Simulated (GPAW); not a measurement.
# Optical response of LiH

Wanted: where LiH starts to absorb, how strongly, and its refractive index. The cell comes from an older database entry, whose edges can differ from later determinations, mostly by under a per cent.

Method: DFT, PBE, plane-wave PAW (GPAW data sets), scalar-relativistic, RPA, optical limit, in GPAW 26.7.0.

This is a report of a sequence of runs, with most program output left out.

The database entry behind the starting cell differs from later determinations by our own check (the deuteride, about 0.2 % short), so it need not match the best structure at ambient conditions.

## (1) The structure

It takes space group Fm-3m (No. 225, cubic). The conventional cell has a = 4.074 Å, b = 4.074 Å, c = 4.074 Å, α = 90.00°, β = 90.00°, γ = 90.00°. Li has 6 H at 2.04 Å nearest. H has 6 Li at 2.04 Å nearest. Farther neighbours are not listed.

As a file:

```cif
data_structure
_symmetry_space_group_name_H-M 'P 1'
_symmetry_Int_Tables_number 1
_cell_length_a 2.8804
_cell_length_b 2.8804
_cell_length_c 2.8804
_cell_angle_alpha 60.000
_cell_angle_beta 60.000
_cell_angle_gamma 60.000
_cell_volume 16.90
loop_
_atom_site_label
_atom_site_type_symbol
_atom_site_fract_x
_atom_site_fract_y
_atom_site_fract_z
_atom_site_occupancy
Li1 Li 0.00000 0.00000 0.00000 1
H2 H 0.50000 0.50000 0.50000 1
```

## (2) Ground state

First the ground state: is it a metal or has it a gap?

This step: DFT, PBE, plane-wave PAW (GPAW data sets), scalar-relativistic, ground state (GPAW 26.7.0).

The input, gs.py:

```python
from ase import Atoms
from ase.dft.bandgap import bandgap
from gpaw import GPAW, PW, FermiDirac

atoms = Atoms(['Li', 'H'],
              cell=[[0.000000000000, 2.036750000000, 2.036750000000],
                    [2.036750000000, 0.000000000000, 2.036750000000],
                    [2.036750000000, 2.036750000000, 0.000000000000]],
              scaled_positions=[[0.000000000000, 0.000000000000, 0.000000000000],
                                [0.500000000000, 0.500000000000, 0.500000000000]],
              pbc=[True, True, True])
atoms.calc = GPAW(mode=PW(500), xc='PBE', kpts={'size': (9, 9, 9), 'gamma': True},
                  occupations=FermiDirac(0.05), maxiter=150, txt='gs.txt')
print('energy (eV)', atoms.get_potential_energy())
print('Fermi level (eV)', atoms.calc.get_fermi_level())
print('valence electrons', atoms.calc.get_number_of_electrons())
print('gap (eV)', bandgap(atoms.calc, output=None)[0])
print('direct gap (eV)', bandgap(atoms.calc, direct=True, output=None)[0])
atoms.calc.write('gs.gpw')
```

Launch:

```
OMP_NUM_THREADS=1 python gs.py
```

Wall time 2.4 s (1 thread of Arm Neoverse V2, shared host); peak memory 0.11 GiB.

This step gave:

```
energy                 : -6.097 eV
Fermi energy           : 0.5953 eV
gap on the k-mesh      : 3.280 eV
direct gap on the mesh : 3.280 eV
electrons              : 2
```

There is a gap, 3.28 eV on this mesh (points off the mesh can give less), so no carriers' term is needed.

## (3) Bands for the response

At the fixed density, many empty bands are solved on the mesh of the response, since the spectrum sums over them.

This step: DFT, PBE, plane-wave PAW (GPAW data sets), scalar-relativistic, bands at fixed density (GPAW 26.7.0).

The input, nscf.py:

```python
from ase.dft.bandgap import bandgap
from gpaw import GPAW, FermiDirac

calc = GPAW('gs.gpw').fixed_density(kpts={'size': (15, 15, 15), 'gamma': True}, nbands=19, convergence={'bands': 13},
                                    occupations=FermiDirac(0.001), txt='nscf.txt')
print('gap (eV)', bandgap(calc, output=None)[0])
print('direct gap (eV)', bandgap(calc, direct=True, output=None)[0])
print('top band over the Fermi level (eV)', min(calc.get_eigenvalues(kpt=k)[12] for k in range(len(calc.get_ibz_k_points()))) - calc.get_fermi_level())
calc.write('full.gpw', mode='all')
```

Launch:

```
OMP_NUM_THREADS=1 python nscf.py
```

Wall time 10 s (1 thread); peak memory 0.14 GiB.

Read-outs, printed or worked out from the files:

* gap on the k-mesh: 3.098 eV
* direct gap on the mesh: 3.098 eV

## (4) Dielectric function, RPA

Local fields let the induced charge screen the field inside the cell, which as a rule lowers ε, most along directions where the density is uneven.

This step: DFT, PBE, plane-wave PAW (GPAW data sets), scalar-relativistic, RPA, optical limit (GPAW 26.7.0).

The input, df.py:

```python
from gpaw.response.df import DielectricFunction

df = DielectricFunction('full.gpw', frequencies={'type': 'nonlinear', 'domega0': 0.03, 'omega2': 8},
                        ecut=60,
                        eta=0.1,
                        nbands=13,
                        txt='df.txt')
for direction in ['x']:
    df.get_dielectric_function(xc='RPA', direction=direction, filename=f'df_{direction}.csv')
```

Launch:

```
OMP_NUM_THREADS=1 python df.py
```

Wall time 2.1 s (1 thread); peak memory 0.14 GiB.

Numbers from this step:

```
electronic dielectric constant ε∞, mean over x, y and z (by symmetry where fewer were run) : 3.878
main peak of Im epsilon, first axis                                                        : 7.246 eV
centre of weight of the strongest loss peak in the window                                  : 15.22 eV
```

Some rows of df_x.csv (energy; Re and Im without local fields; Re and Im with them):

```text
0.000000, 4.271389, -0.000000, 3.878377, -0.000000
0.555532, 4.310123, 0.014221, 3.911214, 0.012056
1.143969, 4.445601, 0.033016, 4.026063, 0.027988
1.768324, 4.742298, 0.066108, 4.277626, 0.056072
2.431988, 5.424963, 0.164155, 4.857544, 0.139773
3.138794, 6.016405, 2.345573, 5.323707, 2.056352
3.893091, 4.820441, 3.956219, 4.304746, 3.359734
4.699832, 5.253195, 2.021815, 4.423182, 1.573107
5.564682, 3.072461, 3.349541, 2.789339, 2.740552
6.494155, 0.891303, 5.563426, 1.578597, 4.747665
7.495775, -0.717230, 3.839029, -0.209693, 3.522584
8.578281, -1.519218, 2.315450, -1.141946, 2.507715
9.751884, -1.242533, 1.566907, -0.932207, 1.840268
11.028587, -0.289029, 1.417072, 0.069737, 1.382304
12.422601, -0.253569, 0.635523, -0.138225, 0.763142
13.950874, -0.099454, 0.354808, -0.082122, 0.497386
15.633783, 0.095274, 0.215729, 0.061011, 0.344077
17.496047, 0.351687, 0.143184, 0.337834, 0.198748
19.567954, 0.513937, 0.072661, 0.505919, 0.091474
```

The Im ε, E ∥ x has structure finer than the step of the table below, so its rows give means over 0.5 eV, whole bins alone (the curve runs from 0 to 21.9 eV). Peaks (eV: height): 3.51: 3.89, 4.33: 4.19, 5.22: 4.82, 6.12: 4.89, 6.39: 5.48, 7.27: 6.21, 8.09: 5.10.

Values under the direct gap are tails of Lorentzian lines. The Im ε, E ∥ x by photon energy; means over each step:

```csv
photon energy (eV),"Im ε, E ∥ x"
0.5,0.0109
1.0,0.0238
1.5,0.0422
2.0,0.0756
2.5,0.174
3.0,1.19
3.5,2.86
4.0,3.37
4.5,2.66
5.0,3.93
5.5,3.05
6.0,3.79
6.5,4.57
7.0,5.22
7.5,4.12
8.0,4.19
8.5,2.76
9.0,1.99
9.5,1.94
10.0,1.30
10.5,0.901
11.0,1.16
11.5,1.01
12.0,1.03
12.5,0.812
13.0,0.891
13.5,0.668
14.0,0.535
14.5,0.493
15.0,0.425
15.5,0.377
16.0,0.267
16.5,0.236
17.0,0.252
17.5,0.214
18.0,0.180
18.5,0.145
19.0,0.145
19.5,0.103
20.0,0.0911
20.5,0.0777
21.0,0.0787
21.5,0.0622
```

The Re ε, E ∥ x by photon energy:

```csv
photon energy (eV),"Re ε, E ∥ x"
0,3.88
1,3.99
2,4.43
3,6.40
4,4.23
5,4.14
6,4.08
7,2.35
8,0.357
9,-0.659
10,-1.06
11,0.133
12,0.0230
13,-0.163
14,-0.0208
15,0.0988
16,0.250
17,0.350
18,0.442
19,0.463
20,0.540
21,0.607
```

The reflectivity at normal incidence, E ∥ x has structure finer than the step of the table below, so its rows give means over 0.5 eV, whole bins alone (the curve runs from 0 to 21.9 eV). Peaks (eV: height): 5.22: 23.2, 6.44: 26.5, 7.32: 37.5, 8.21: 39.8, 10.10: 44.8, 12.34: 23.4, 13.95: 24.2.

Reflectivity at normal incidence, E ∥ x against photon energy; means over each step:

photon energy (eV), reflectivity at normal incidence, E ∥ x (%) and a bar:
```
      0.5       10.8 ########
      1.0       11.1 ########
      1.5       11.7 #########
      2.0       12.7 #########
      2.5       14.6 ###########
      3.0       17.9 ##############
      3.5       20.3 ################
      4.0       19.0 ###############
      4.5       15.5 ############
      5.0       21.0 ################
      5.5       16.1 ############
      6.0       19.7 ###############
      6.5       22.8 ##################
      7.0       26.0 #####################
      7.5       29.6 ########################
      8.0       30.3 ########################
      8.5       35.3 ############################
      9.0       30.4 ########################
      9.5       27.8 ######################
     10.0       37.1 ##############################
     10.5       23.6 ###################
     11.0       16.3 #############
     11.5       18.2 ##############
     12.0       16.9 #############
     12.5       18.7 ###############
     13.0       18.2 ##############
     13.5       19.0 ###############
     14.0       19.2 ###############
     14.5       15.3 ############
     15.0       15.2 ############
     15.5       14.0 ###########
     16.0       10.8 ########
     16.5        8.1 ######
     17.0        6.5 ####
     17.5        6.7 ####
     18.0        4.9 ###
     18.5        4.2 ##
     19.0        3.6 ##
     19.5        3.1 #
     20.0        2.4 #
     20.5        1.9 
     21.0        1.6 
     21.5        1.4
```

The Im ε, E ∥ x has structure finer than the step of the table below, so its rows give means over 0.5 eV, whole bins alone (the curve runs from 0 to 21.9 eV). Peaks (eV: height): without local fields 3.51: 4.59, 4.33: 4.92, 5.22: 5.78, 6.12: 6.28, 6.39: 7.11, 7.10: 6.92, 8.03: 5.09; with local fields 3.51: 3.89, 4.33: 4.19, 5.22: 4.82, 6.12: 4.89, 6.39: 5.48, 7.27: 6.21, 8.09: 5.10.

Values under the direct gap are tails of Lorentzian lines. Table of Im ε, E ∥ x by photon energy; means over each step:

```csv
photon energy (eV),without local fields,with local fields
0.5,0.0128,0.0109
1.0,0.0280,0.0238
1.5,0.0498,0.0422
2.0,0.0891,0.0756
2.5,0.204,0.174
3.0,1.37,1.19
3.5,3.38,2.86
4.0,4.01,3.37
4.5,3.15,2.66
5.0,4.99,3.93
5.5,3.66,3.05
6.0,4.98,3.79
6.5,5.68,4.57
7.0,6.25,5.22
7.5,4.40,4.12
8.0,4.36,4.19
8.5,2.53,2.76
9.0,1.93,1.99
9.5,1.86,1.94
10.0,1.12,1.30
10.5,0.899,0.901
11.0,1.20,1.16
11.5,0.985,1.01
12.0,0.952,1.03
12.5,0.704,0.812
13.0,0.731,0.891
13.5,0.519,0.668
14.0,0.402,0.535
14.5,0.376,0.493
15.0,0.312,0.425
15.5,0.273,0.377
16.0,0.199,0.267
16.5,0.182,0.236
17.0,0.194,0.252
17.5,0.156,0.214
18.0,0.139,0.180
18.5,0.113,0.145
19.0,0.113,0.145
19.5,0.0812,0.103
20.0,0.0750,0.0911
20.5,0.0660,0.0777
21.0,0.0674,0.0787
21.5,0.0544,0.0622
```

The loss function −Im 1/ε at q → 0, E ∥ x has structure finer than the step of the table below, so its rows give means over 1 eV, whole bins alone (the curve runs from 0 to 21.9 eV). Peaks (eV: height): 10.7: 1.28, 12.5: 1.36, 14.0: 2.32, 15.2: 2.44, 15.7: 3.06.

Values under the direct gap are tails of Lorentzian lines. Table of loss function −Im 1/ε at q → 0, E ∥ x by energy loss; means over each step:

energy loss (eV), loss function −Im 1/ε at q → 0, E ∥ x and a bar:
```
        1       0.00 
        2       0.00 
        3       0.03 
        4       0.12 ##
        5       0.14 ##
        6       0.15 ##
        7       0.19 ###
        8       0.25 ####
        9       0.43 ######
       10       0.64 #########
       11       0.95 #############
       12       1.02 ##############
       13       1.25 ##################
       14       1.78 #########################
       15       2.08 #############################
       16       2.12 ##############################
       17       1.33 ###################
       18       0.90 #############
       19       0.56 ########
       20       0.30 ####
       21       0.20 ###
```

At chosen wavelengths:

```csv
wavelength (nm),n,k,R (%),1/α
1550,1.99,0.005,10.9,27 µm
1064,2.01,0.007,11.2,12 µm
450,2.34,0.067,16.2,536 nm
365,2.64,0.434,21.4,67 nm
308,2.18,0.672,17.5,36 nm
248,2.24,0.943,21.3,21 nm
193,2.03,1.345,26.2,11 nm
```

Below the direct gap, k and the depth come from the tails of the Lorentzian lines, not from transitions.

Rows near the edge hang on the gap, which this functional as a rule makes too small, and phonon-assisted absorption is left out.

## (5) Summary of results

* electronic dielectric constant ε∞, mean over x, y and z (by symmetry where fewer were run) (RPA): 3.88
* main peak of Im epsilon, first axis: 7.25 eV
* centre of weight of the strongest loss peak in the window, first axis: 15.2 eV

**Reading.** At this level (PBE, RPA) LiH has ε∞ = 3.88 and n = 1.99 at 1550 nm, and Im ε peaks at 7.2 eV. On the mesh the gap is 3.10 eV and the least direct gap 3.10 eV. Local fields change the static value along x from 4.27 to 3.88 (-9 %). Distinct maxima of Im ε, read by a parabola through the highest points, lie at 6.12 eV (4.9), 6.41 eV (5.6), 7.25 eV (6.3) and 8.08 eV (5.1). Excitons and phonon-assisted transitions are missing; PBE gaps are as a rule too small, which pulls the onset down and ε∞ up. The sum runs over mesh points, so small or evenly spaced maxima can still be ripples of the mesh.

[Machine, clock and banner lines and Python warnings are left out of the logs.]

[Logs are printed without paths, hosts, clocks, repeated set-up lines and the standing remarks that a program may print on its own settings, such as how far it seeks lower states.]

[Hosts, paths, dates, database ids (printed as entryN), source tags and the programs' standing remarks are cut or masked in the printed files.]
